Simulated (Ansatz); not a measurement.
**AgBi2 (hypothetical, Fm-3m): a volume series of phonon spectra**

Wanted: mode Grüneisen parameters of AgBi2 (hypothetical) and a free-energy fit over volumes. The crystal structure is hypothetical: it was made by swapping elements on a known structure type.

Calculated with Ansatz 0.2.0; DFT PBEsol, scalar-relativistic, plane waves, PAW.

## Step 1: Starting point

It takes space group Fm-3m (No. 225, cubic). Conventional cell: a = 6.759 Å, b = 6.759 Å, c = 6.759 Å, α = 90.00°, β = 90.00°, γ = 90.00°. Nearest to Bi lie 4 Ag at 2.93 Å. Ag has 8 Bi at 2.93 Å nearest. Farther neighbours are not listed.

## Step 2: Probe on a coarse mesh

Before spending time, one coarse run tells the gap and the pressure of the starting cell.

input.yaml

```yaml
crystal:
  lattice:
    - [0.0, 3.37955, 3.37955]
    - [3.37955, 0.0, 3.37955]
    - [3.37955, 3.37955, 0.0]
  atoms:
    - { symbol: Bi, position: [0.25, 0.25, 0.25] }
    - { symbol: Bi, position: [0.75, 0.75, 0.75] }
    - { symbol: Ag, position: [0.0, 0.0, 0.0] }
kpoints:
  mp_grid: { grid: [6, 6, 6] }
hamiltonian:
  xc: pbesol
scf:
  occupations: { method: gaussian, width: 0.1 }
output:
  forces: true
  stress: true
  eigenvalues: true
```

Launch:

```sh
> ansatz run input.yaml --threads 4 --pin off --max-ram 8192MiB --backend cpu --events-out ev --progress --plain --runs-dir out
```

Numbers of over 12 decimals in the logs are rounded to 6 here.

The program printed:

```text
Engine: ansatz 0.2.0, x86_64-unknown-linux-gnu
Pseudopotentials: kind: paw
Pseudopotential: Bi, paw, valence charge 15, recommended cutoff 420 eV (normal), Bi.paw.azcp
Pseudopotential: Ag, paw, valence charge 19, recommended cutoff 420 eV (normal), Ag.paw.azcp
Functional definition: PBEsol
  exchange = pbesol_x
  correlation = pbesol_c
Crystal: 3 atoms, lattice volume = 77.198 Å³
Basis set: ecut = 420 eV, 1459 PW (Γ), exchange–correlation on 64×64×64 points (8 copies of the dense FFT grid, shifted against one another)
Bands: 30, of which v1, the nominal top of the filled ones, is band 25 counted from 1 (24 counted from 0)
Symmetry: 48 space group operations
Space group: Fm-3m (ITA 225), of the structure as read, at distance tolerance 4.3e-5 Å
k-points: 16 of 216
Non-local potential: Bi, projectors of the file, l = 0: 2, l = 1: 2, l = 2: 2, l = 3: 2
Non-local potential: Ag, projectors of the file, l = 0: 3, l = 1: 2, l = 2: 2, l = 3: 1
PAW form: soft (Blöchl's): semilocal exchange-correlation on the pseudo side does not see the compensation charge
PAW frozen core: Bi, regenerated for the run's functional, and the local potential with it (the file was generated under x = pbe(κ = 0.804, μ = 0.219515), c = pbe(β = 0.066725))
PAW frozen core: Ag, regenerated for the run's functional, and the local potential with it (the file was generated under x = pbe(κ = 0.804, μ = 0.219515), c = pbe(β = 0.066725))
PAW one-centre angular grid: Bi, 590 points (default); XC on 64 Gauss nodes
PAW one-centre angular grid: Ag, 590 points (default); XC on 64 Gauss nodes
Initial density: superposition of atomic densities (neutral atoms: chi_scale 0, normalization atom), corrected by the library's trained network
Initial wavefunctions: pseudopotential atomic-orbital guess
Functional: x = pbesol(κ = 0.804, μ = 0.123457), c = pbesol(β = 0.046)
SCF iter   1: F=—  HF=-32005.981442 eV  |F-HF|=—  |Δ(HF+E_count)|=         —  Δρ=7.65e-3  dr2=5.04e-2  ethr=1.77e-3  ⟨swp⟩=6.2  Hψ=1987  notcnv=0
preconditioner: auto → LDOS  [metal: Δε(μ)=0.116 eV  Ē_g=17.864 eV  σ=0.100 eV  W_gap=0.50  n_scr=14 (ndim 8)  ℏωp=27.1 eV  f_vac=0.035  D(μ)=1.78/eV (n_scr^D=14)  β→1.0]
SCF iter   2: F=—  HF=-32005.977473 eV  |F-HF|=—  |Δ(HF+E_count)|=   3.97e-3  Δρ=6.62e-3  dr2=2.39e-2  ethr=1.03e-4  ⟨swp⟩=2.0  Hψ=1065  notcnv=0  defer=12
SCF iter   3: F=—  HF=-32005.970350 eV  |F-HF|=—  |Δ(HF+E_count)|=   7.12e-3  Δρ=7.43e-4  dr2=5.53e-4  ethr=4.87e-5  ⟨swp⟩=2.0  Hψ=847  notcnv=0  defer=12
SCF iter   4: F=—  HF=-32005.970233 eV  |F-HF|=—  |Δ(HF+E_count)|=   1.18e-4  Δρ=8.68e-5  dr2=8.59e-6  ethr=1.13e-6  ⟨swp⟩=2.0  Hψ=592  notcnv=0  defer=12
SCF iter   5: F=—  HF=-32005.970244 eV  |F-HF|=—  |Δ(HF+E_count)|=   1.15e-5  Δρ=1.91e-5  dr2=2.08e-7  ethr=1.75e-8  ⟨swp⟩=2.0  Hψ=622  notcnv=0  defer=12
SCF iter   6: F=-32005.970244 eV  HF=-32005.970244 eV  |F-HF|=3.72e-9  |Δ(HF+E_count)|=   8.21e-8  Δρ=4.16e-6  dr2=7.45e-9  ethr=2.04e-10  ⟨swp⟩=8.8  Hψ=2501  notcnv=0
SCF 1 converged in 6 iterations: F = -32005.970244 eV  dr2 = 7.45e-9
  greatest PAW one-centre occupation: 1.001 electrons in one spin orbital (limit 2), on the Ag atom at site 2 (counted from 0), in its partial waves of l = 0
SCF converged after 6 iterations
Free energy (F): -32005.970244 eV
Harris-Foulkes:  -32005.970244 eV  (|F-HF|=3.72e-9)
Internal energy: -32005.961080 eV  (E = F + TS)
E sigma→0 (E₀):  -32005.965662 eV
Entropy (-TS):   -0.009164 eV (-3.055 meV/atom)
Fermi energy:    13.663642 eV
--- Per-component energies (eV) ---
  E_band       = -441.951412
  E_kinetic    = 1137.375905
  E_local      = -5830.985022  (includes V_loc(G=0)·N_el)
  E_nonlocal   = 1205.588641
  E_hartree    = 2278.364702
  E_xc         = -487.279701
  E_vxc        = -526.651162  (∫ρ·V_xc dr)
  E_paw        = -24852.581272  (= ΣΔE_a)
  E_vpaw       = -984.008950  (= ΣTr[D̂ρ^β])
  E_aug_tail   = -0.000604  (compensation charges beyond the density's cutoff)
  E_ewald      = -5456.945972
  E_core_change = 0.502244  (= ΣΔE_core)
  E_smearing   = -0.009164  (= −TS)
  E_closure    = 0.000000  (closes the sum)
  Σ components = -32005.970244   (vs F -32005.970244, Δ=0.00e0)
--- Forces (eV/Å), atoms counted from 1 ---
  atom   1  Bi    -0.00000000    -0.00000000     0.00000000
  atom   2  Bi    -0.00000000     0.00000000     0.00000000
  atom   3  Ag    -0.00000000     0.00000000     0.00000000
  max |Σ_I F_I| component: 4.63e-17 eV/Å
--- Stress (GPa, compression-positive) ---
        7.281733      -0.000000       0.000000
       -0.000000       7.281733      -0.000000
        0.000000       0.000000       7.281733
  P = ⅓ Tr σ = 7.2817 GPa (72.817 kbar)
--- Band table (eV; the first three rows and the last of 16) ---
  k-point 0: bands = [... 21 lower, 12.8978, 12.8978, 12.8978, 14.6687, 14.6687, 14.6687, 16.1640, 16.8305, ... 1 higher]
  k-point 1: bands = [... 21 lower, 11.6959, 12.5738, 12.5738, 13.7659, 14.3938, 14.3938, 16.6794, 17.3699, ... 1 higher]
  k-point 2: bands = [... 21 lower, 10.7969, 12.0317, 12.0317, 12.6772, 13.8617, 13.8617, 17.6670, 18.8338, ... 1 higher]
  k-point 15: bands = [... 21 lower, 8.3951, 9.4147, 11.2637, 14.5697, 15.8439, 17.5914, 18.3740, 18.7730, ... 1 higher]
```

Wall time 1.8 s (4 threads of AMD EPYC 7R13 (Zen 3), shared host); peak memory 0.43 GiB; 3 s of CPU time.

This step gave:

```
pressure          : 7.282 GPa
volume per atom   : 25.73 Å³
gap on the k-mesh : 0 eV
```

The start is under 7.3 GPa at this level and looks like a metal on this mesh.

## Step 3: Finding the static equilibrium

Phonons are second derivatives about a minimum, so cell and atoms are relaxed first, inside the symmetry of the start.

input.yaml, the sections that differ from step 2:

```yaml
kpoints:
  mp_grid: { grid: [12, 12, 12] }
output:
  forces: true
  stress: true
  eigenvalues: true
  write_density: true
  write_potential: true
  elf: true
  volumetric_format: npy
relax:
  adjacent_minimum: "off"
  f_tol: 0.005
  max_steps: 80
  cell: { stress_tol: 0.05 }
# crystal, hamiltonian, scf: as in step 2
```

The program printed:

```text
[...]
Crystal: 3 atoms, lattice volume = 77.198 Å³
Basis set: ecut = 420 eV, 1459 PW (Γ), exchange–correlation on 64×64×64 points (8 copies of the dense FFT grid, shifted against one another)
Bands: 30, of which v1, the nominal top of the filled ones, is band 25 counted from 1 (24 counted from 0)
Symmetry: 48 space group operations
[...]
k-points: 72 of 1728
[...]
SCF iter   1: F=—  HF=-32005.993112 eV  |F-HF|=—  |Δ(HF+E_count)|=         —  Δρ=7.77e-3  dr2=5.11e-2  ethr=1.77e-3  ⟨swp⟩=6.1  Hψ=8906  notcnv=0
[...]
SCF iter   6: F=-32005.981838 eV  HF=-32005.981838 eV  |F-HF|=6.29e-10  |Δ(HF+E_count)|=   4.31e-9  Δρ=1.77e-6  dr2=1.87e-9  ethr=7.30e-11  ⟨swp⟩=10.1  Hψ=16501  notcnv=0
SCF 1 converged in 6 iterations: F = -32005.981838 eV  dr2 = 1.87e-9
[...]
relax step   1: F+E_penalty+E_count = -32005.98183773 eV  Δ(F+E_penalty+E_count) = +0.000e0 eV  max|allowed force component| = 1.084e-17 eV/Å  Δτ_max = 0.0000 Å  P = +7.312 GPa  Ω = 77.198 Å³  (6 SCF iters, dr2 threshold 1.00e-7 eV, accepted)
Crystal: 3 atoms, lattice volume = 89.048 Å³
Basis set: ecut = 420 eV, 1807 PW (Γ), exchange–correlation on 64×64×64 points (8 copies of the dense FFT grid, shifted against one another)
[...]
iter 1 solved again at ethr=2.50e-4 eV; its pass at ethr=3.10e-3 eV (dr2=1.22e-1 eV) is discarded
[...]
SCF iter   6: F=-32006.084934 eV  HF=-32006.084934 eV  |F-HF|=2.00e-9  |Δ(HF+E_count)|=   3.40e-8  Δρ=4.82e-6  dr2=1.34e-8  ethr=6.12e-10  ⟨swp⟩=12.8  Hψ=17286  notcnv=0
SCF 2 converged in 6 iterations: F = -32006.084934 eV  dr2 = 1.34e-8
relax step   2: F+E_penalty+E_count = -32006.08493353 eV  Δ(F+E_penalty+E_count) = -1.031e-1 eV  max|allowed force component| = 5.975e-17 eV/Å  Δτ_max = 0.0000 Å  P = -3.050 GPa  Ω = 89.048 Å³  energy of the carried Pulay correction = -2.408e-3 eV  (6 SCF iters, dr2 threshold 3.00e-7 eV, accepted)
Crystal: 3 atoms, lattice volume = 85.199 Å³
Basis set: ecut = 420 eV, 1687 PW (Γ), exchange–correlation on 64×64×64 points (8 copies of the dense FFT grid, shifted against one another)
[...]
SCF iter   5: F=-32006.130387 eV  HF=-32006.130387 eV  |F-HF|=5.36e-8  |Δ(HF+E_count)|=   5.27e-8  Δρ=1.12e-5  dr2=7.98e-8  ethr=6.12e-10  ⟨swp⟩=11.9  Hψ=18779  notcnv=0
SCF 3 converged in 5 iterations: F = -32006.130387 eV  dr2 = 7.98e-8
  Residual-converged pass: ⟨swp⟩=1.1  Hψ=2452  notcnv=0  max |occ|·‖R‖ = 7.1e-9 eV (tolerance 1.0e-8 eV)  dr2=7.98e-8  dr2_onsite=1.63e-8  max |Δocc| = 1.5e-9
relax step   3: F+E_penalty+E_count = -32006.13038690 eV  Δ(F+E_penalty+E_count) = -4.545e-2 eV  max|allowed force component| = 5.551e-17 eV/Å  Δτ_max = 0.0000 Å  P = -0.564 GPa  Ω = 85.199 Å³  energy of the carried Pulay correction = -1.664e-3 eV  (5 SCF iters, dr2 threshold 3.00e-7 eV, accepted)
[...]
relax step   4: F+E_penalty+E_count = -32006.13186439 eV  Δ(F+E_penalty+E_count) = -1.477e-3 eV  max|allowed force component| = 3.123e-17 eV/Å  Δτ_max = 0.0000 Å  P = +0.061 GPa  Ω = 84.372 Å³  energy of the carried Pulay correction = -1.500e-3 eV  (4 SCF iters, dr2 threshold 3.00e-7 eV, accepted)
[...]
relax step   5: F+E_penalty+E_count = -32006.13186440 eV  Δ(F+E_penalty+E_count) = -1.171e-8 eV  max|allowed force component| = 2.814e-17 eV/Å  Δτ_max = 0.0000 Å  P = +0.002 GPa  Ω = 84.448 Å³  energy of the carried Pulay correction = -1.515e-3 eV  (4 SCF iters, dr2 threshold 9.45e-9 eV, accepted)
Basis set: ecut = 420 eV, 1639 PW (Γ), exchange–correlation on 72×72×72 points (8 copies of the dense FFT grid, shifted against one another)
[...]
SCF iter   6: F=-32006.133045 eV  HF=-32006.133045 eV  |F-HF|=3.64e-12  |Δ(HF+E_count)|=  2.95e-10  Δρ=1.01e-7  dr2=7.03e-12  ethr=1.00e-12  ⟨swp⟩=5.2  Hψ=11988  notcnv=0
SCF 6 converged in 6 iterations: F = -32006.133045 eV  dr2 = 7.03e-12
relax step   6: F+E_penalty+E_count = -32006.13304532 eV  Δ(F+E_penalty+E_count) = -1.181e-3 eV  max|allowed force component| = 5.243e-17 eV/Å  Δτ_max = 0.0000 Å  P = -0.011 GPa  Ω = 84.448 Å³  stress off target by 1.09e-2 GPa  SCF on the basis re-selected at this cell (its energy is not comparable with the rows above)  (6 SCF iters)
basis re-selected at this cell: Δ(F+E_penalty+E_count) = -1.181e-3 eV, ΔP = -0.013 GPa vs the last step (what re-selecting the basis moved, of the pressure what is left beyond the Pulay correction that the steps carried, after the strain that the cell walked since its last selection, with what the two solves' SCF thresholds leave and, on support functions, any second-order correction that the steps lacked; it is no measure of the basis error at this ecutwfc). The dense FFT grid was sized anew with the basis: this SCF ran on 36×36×36 points, the steps before it on 32×32×32, so part of this shift can come from that change (see relax.cell in the input reference). [rest of the remark cut]
SCF converged after 6 iterations
Free energy (F): -32006.133045 eV
[...]
Internal energy: -32006.126460 eV  (E = F + TS)
E sigma→0 (E₀):  -32006.129753 eV
Entropy (-TS):   -0.006585 eV (-2.195 meV/atom)
Fermi energy:    11.922248 eV
[...]
--- Stress (GPa, compression-positive) ---
       -0.010895      -0.000000      -0.000000
       -0.000000      -0.010895      -0.000000
       -0.000000       0.000000      -0.010895
  P = ⅓ Tr σ = -0.0109 GPa (-0.109 kbar)
--- Band table (eV; the first three rows and the last of 72) ---
  k-point 0: bands = [... 21 lower, 11.2922, 11.2922, 11.2922, 13.0270, 13.0270, 13.0270, 14.0306, 15.2796, ... 1 higher]
  k-point 1: bands = [... 21 lower, 10.9528, 11.2183, 11.2183, 12.5450, 12.9529, 12.9529, 14.7349, 15.3771, ... 1 higher]
  k-point 2: bands = [... 21 lower, 10.2280, 11.0328, 11.0328, 12.0104, 12.7455, 12.7455, 15.0342, 15.7777, ... 1 higher]
  k-point 71: bands = [... 21 lower, 7.1479, 8.1684, 11.1724, 11.1724, 15.0357, 15.5710, 16.0241, 16.1874, ... 1 higher]
--- Relaxed structure (5 steps of the walk, 5 accepted, 1 SCFs on fresh bases) ---
  F+E_penalty+E_count = -32006.13304532 eV   max|allowed force component| = 5.243e-17 eV/Å   (the final SCF, on the basis selected at the relaxed cell)
  cell:  # Å, volume = 84.4485 Å³
    - [0, 3.482202, 3.482202]
    - [3.482202, 0, 3.482202]
    - [3.482202, 3.482202, 0]
  atoms:
    - { symbol: Bi, position: [0.25, 0.25, 0.25] }
    - { symbol: Bi, position: [0.75, 0.75, 0.75] }
    - { symbol: Ag, position: [0, 0, 0] }
```

The job ended after 11 s (4 threads; peak memory 0.57 GiB; 42 s of CPU time).

The steps of the relaxation:

```tsv
step	energy less that of the first step (eV)	largest force component (eV/Å)	pressure (GPa)	volume (Å³)
1	0.0000	0.0000	7.31	77.20
2	-0.1031	0.0000	-3.05	89.05
3	-0.1485	0.0000	-0.56	85.20
4	-0.1500	0.0000	0.06	84.37
5	-0.1500	0.0000	0.00	84.45
6*	-0.1512	0.0000	-0.01	84.45
```

Relaxation steps marked * repeat the geometry before them on a plane-wave basis chosen anew for their cell, so energy and pressure can jump there.

Forces are held to the 48 operations that the run works with; a distortion that breaks them can't arise in this run.

```tsv
conventional cell, symmetrised	before	after	change
a (Å)	6.759	6.964	+3.0 %
b (Å)	6.759	6.964	+3.0 %
c (Å)	6.759	6.964	+3.0 %
volume (Å³/atom)	25.73	28.15	+9.4 %
```

The relaxed structure:

```xyz
3
Lattice="0.0000 3.4822 3.4822 3.4822 0.0000 3.4822 3.4822 3.4822 0.0000" Properties=species:S:1:pos:R:3 pbc="T T T"
Bi    1.7411    1.7411    1.7411
Bi    5.2233    5.2233    5.2233
Ag    0.0000    0.0000    0.0000
```

This step gave:

| Property | Result |
| --- | --- |
| pressure | -0.01090 GPa |
| volume per atom | 28.15 Å³ |

Electrostatic potential energy in the ac plane of a cell with a along [110], b along [-110] and c along [001] of the cube at fractional y = 0.000, with atoms of Bi and Ag within 0.2 Å of it. With pseudopotentials it is smooth inside the atoms' cores, unlike the true potential.

Ten even steps from '_' (-82 eV) to '@' (16 eV), each cell a mean:
```
++++##@@@@@@@@@@@@@@@@%%**++++++##@@@@@@@@@@@@@@@@%%**++
**##%%@@@@@@%%%%%%@@@@@@##****##%%@@@@@@%%%%%%@@@@@@##**
%%%%@@@@%%##++==**%%@@@@@@%%%%%%@@@@%%##++==**%%@@@@@@%%
@@@@@@@@%%==..__::**%%@@@@@@@@@@@@@@%%==..__::**%%@@@@@@
@@@@@@@@##::______++%%@@@@@@@@@@@@@@##::______++%%@@@@@@
@@@@@@@@##==____::**%%@@@@@@@@@@@@@@##==____::**%%@@@@@@
@@@@@@@@%%##++==**%%@@@@@@@@@@@@@@@@%%##++==**%%@@@@@@@@
@@@@@@@@@@@@%%%%%%@@@@@@@@@@@@@@@@@@@@@@%%%%%%@@@@@@@@@@
@@@@@@@@@@@@@@@@@@@@@@@@@@@@@@@@@@@@@@@@@@@@@@@@@@@@@@@@
@@@@@@@@@@@@@@@@@@@@@@@@@@@@@@@@@@@@@@@@@@@@@@@@@@@@@@@@
@@@@@@@@@@@@@@@@@@@@@@@@@@@@@@@@@@@@@@@@@@@@@@@@@@@@@@@@
@@@@@@@@@@%%######%%@@@@@@@@@@@@@@@@@@%%######%%@@@@@@@@
@@@@@@@@%%**::::==##@@@@@@@@@@@@@@@@%%**::::==##@@@@@@@@
@@@@@@@@##--____..++%%@@@@@@@@@@@@@@##--____..++%%@@@@@@
@@@@@@@@##--____..++%%@@@@@@@@@@@@@@##--____..++%%@@@@@@
@@@@@@@@%%++::..==##@@@@@@@@@@@@@@@@%%++::..==##@@@@@@@@
##%%@@@@@@%%##**##%%@@@@%%####%%@@@@@@%%##**##%%@@@@%%##
++**%%@@@@@@@@@@@@@@@@%%##**++**%%@@@@@@@@@@@@@@@@%%##**
==++##@@@@@@@@@@@@@@@@%%**++==++##@@@@@@@@@@@@@@@@%%**++
```
Columns run along a (9.8 Å; values clipped at the 3rd and 97th percentile), rows up along c (7.0 Å), edges of the conventional cell, whose origin can differ from the input's. Atoms in or near the plane, at fractional coordinates: Bi at (0.25, 0.25), Bi at (0.75, 0.25), Bi at (0.25, 0.75), Bi at (0.75, 0.75), Ag at (0.00, 0.00), Ag at (0.50, 0.00).

Valence density in the ac plane of a cell with a along [110], b along [-110] and c along [001] of the cube at fractional y = 0.000, with atoms of Bi and Ag within 0.2 Å of it. It is the smooth field of the valence electrons, not physical close to the nuclei.

Ten steps, logarithmic in the rise over the least value, from '0' (0 e/Å³) to '9' (18 e/Å³), each cell a mean:
```
9852111111136998521111111369
7531122221124675311222211246
3211235543112332112355431123
1111357764211111113577642111
0001367875210000013678752100
0001357764210000013577642100
0001235542100000012355421000
0000122221000000001222210000
0000011110000000000111100000
0000001110000000000011100000
0000011111000000000111110000
0000123432100000001234321000
0001246653100000012466531000
0001367775210000013677752100
0011367775210000113677752100
2111256653211121112566532111
5421223432113454212234321134
8742111211125887421112111258
9852111111137998521111111379
```
Columns run along a (9.8 Å), rows up along c (7.0 Å), edges of the conventional cell, whose origin can differ from the input's. Atoms in or near the plane, at fractional coordinates: Bi at (0.25, 0.25), Bi at (0.75, 0.25), Bi at (0.25, 0.75), Bi at (0.75, 0.75), Ag at (0.00, 0.00), Ag at (0.50, 0.00).

ELF in the ac plane of a cell with a along [110], b along [-110] and c along [001] of the cube at fractional y = 0.000, with atoms of Bi and Ag within 0.2 Å of it. It is the smooth field of the valence electrons, not physical close to the nuclei.

Values, 10 rows by 16 columns, each cell a mean:
```
0.59 0.31 0.26 0.35 0.36 0.30 0.26 0.53 0.59 0.31 0.26 0.35 0.36 0.30 0.26 0.53
0.24 0.24 0.38 0.35 0.32 0.39 0.28 0.23 0.24 0.24 0.38 0.35 0.32 0.39 0.28 0.23
0.16 0.27 0.41 0.21 0.17 0.40 0.33 0.18 0.16 0.27 0.41 0.21 0.17 0.40 0.33 0.18
0.07 0.18 0.38 0.39 0.38 0.41 0.24 0.09 0.07 0.18 0.38 0.39 0.38 0.41 0.24 0.09
0.03 0.08 0.20 0.30 0.31 0.24 0.10 0.04 0.03 0.08 0.20 0.30 0.31 0.24 0.10 0.04
0.03 0.09 0.24 0.34 0.35 0.28 0.13 0.04 0.03 0.09 0.24 0.34 0.35 0.28 0.13 0.04
0.09 0.21 0.41 0.36 0.32 0.42 0.28 0.11 0.09 0.21 0.41 0.36 0.32 0.42 0.28 0.11
0.18 0.28 0.41 0.21 0.17 0.39 0.33 0.19 0.18 0.28 0.41 0.21 0.17 0.39 0.33 0.19
0.30 0.24 0.35 0.38 0.38 0.38 0.25 0.28 0.30 0.24 0.35 0.38 0.38 0.38 0.25 0.28
0.67 0.35 0.24 0.32 0.32 0.27 0.27 0.59 0.67 0.35 0.24 0.32 0.32 0.27 0.27 0.59
```
Columns run along a (9.8 Å), rows up along c (7.0 Å), edges of the conventional cell, whose origin can differ from the input's. Atoms in or near the plane, at fractional coordinates: Bi at (0.25, 0.25), Bi at (0.75, 0.25), Bi at (0.25, 0.75), Bi at (0.75, 0.75), Ag at (0.00, 0.00), Ag at (0.50, 0.00).

The relaxation ends with a pressure of -0.01 GPa.

## Step 4: A second relaxation

The relaxation is run once more from where the first one ended, as the script does after a large change of volume or of the gap, with mesh and occupations reviewed.

input.yaml, the sections that differ from step 3:

```yaml
crystal:
  lattice:
    - [0.0, 3.4822016103, 3.4822016103]
    - [3.4822016103, 0.0, 3.4822016103]
    - [3.4822016103, 3.4822016103, 0.0]
  atoms:
    - { symbol: Bi, position: [0.25, 0.25, 0.25] }
    - { symbol: Bi, position: [0.75, 0.75, 0.75] }
    - { symbol: Ag, position: [0.0, 0.0, 0.0] }
kpoints:
  mp_grid: { grid: [10, 10, 10] }
output:
  forces: true
  stress: true
  eigenvalues: true
# hamiltonian, scf, relax: as in step 3
```

The program printed:

```text
[...]
Crystal: 3 atoms, lattice volume = 84.448 Å³
Basis set: ecut = 420 eV, 1639 PW (Γ), exchange–correlation on 72×72×72 points (8 copies of the dense FFT grid, shifted against one another)
Bands: 30, of which v1, the nominal top of the filled ones, is band 25 counted from 1 (24 counted from 0)
Symmetry: 48 space group operations
[...]
k-points: 47 of 1000
[...]
--- Relaxed structure (1 steps of the walk, 1 accepted, 1 SCFs on fresh bases) ---
[...]
cell:  # Å, volume = 84.4485 Å³
    - [0.0, 3.4822016103, 3.4822016103]
    - [3.4822016103, 0.0, 3.4822016103]
    - [3.4822016103, 3.4822016103, 0.0]
  atoms:
    - { symbol: Bi, position: [0.25, 0.25, 0.25] }
    - { symbol: Bi, position: [0.75, 0.75, 0.75] }
    - { symbol: Ag, position: [0.0, 0.0, 0.0] }
[key lines of the parts left out:]
SCF converged after 4 iterations
Free energy (F): -32006.123174 eV
Fermi energy:    11.904785 eV
P = ⅓ Tr σ = 0.0275 GPa (0.275 kbar)
```

The job ended after 3 s (4 threads; peak memory 0.53 GiB; 11 s of CPU time).

Little changed from the start: no atom moved by 0.005 Å and no cell edge by 0.1 %.

Numbers from this step:

```yaml
pressure: 0.02753 GPa
```

(Continued in part 2 of 3.)

[Logs are printed without paths, hosts, clocks, repeated set-up lines and the standing remarks that a program may print on its own settings, such as how far it seeks lower states.]

[Hosts, paths, dates, database ids (printed as entryN), source tags and the programs' standing remarks are cut or masked in the printed files.]

[A step with changed settings may run another functional than the one named; its input shows which.]


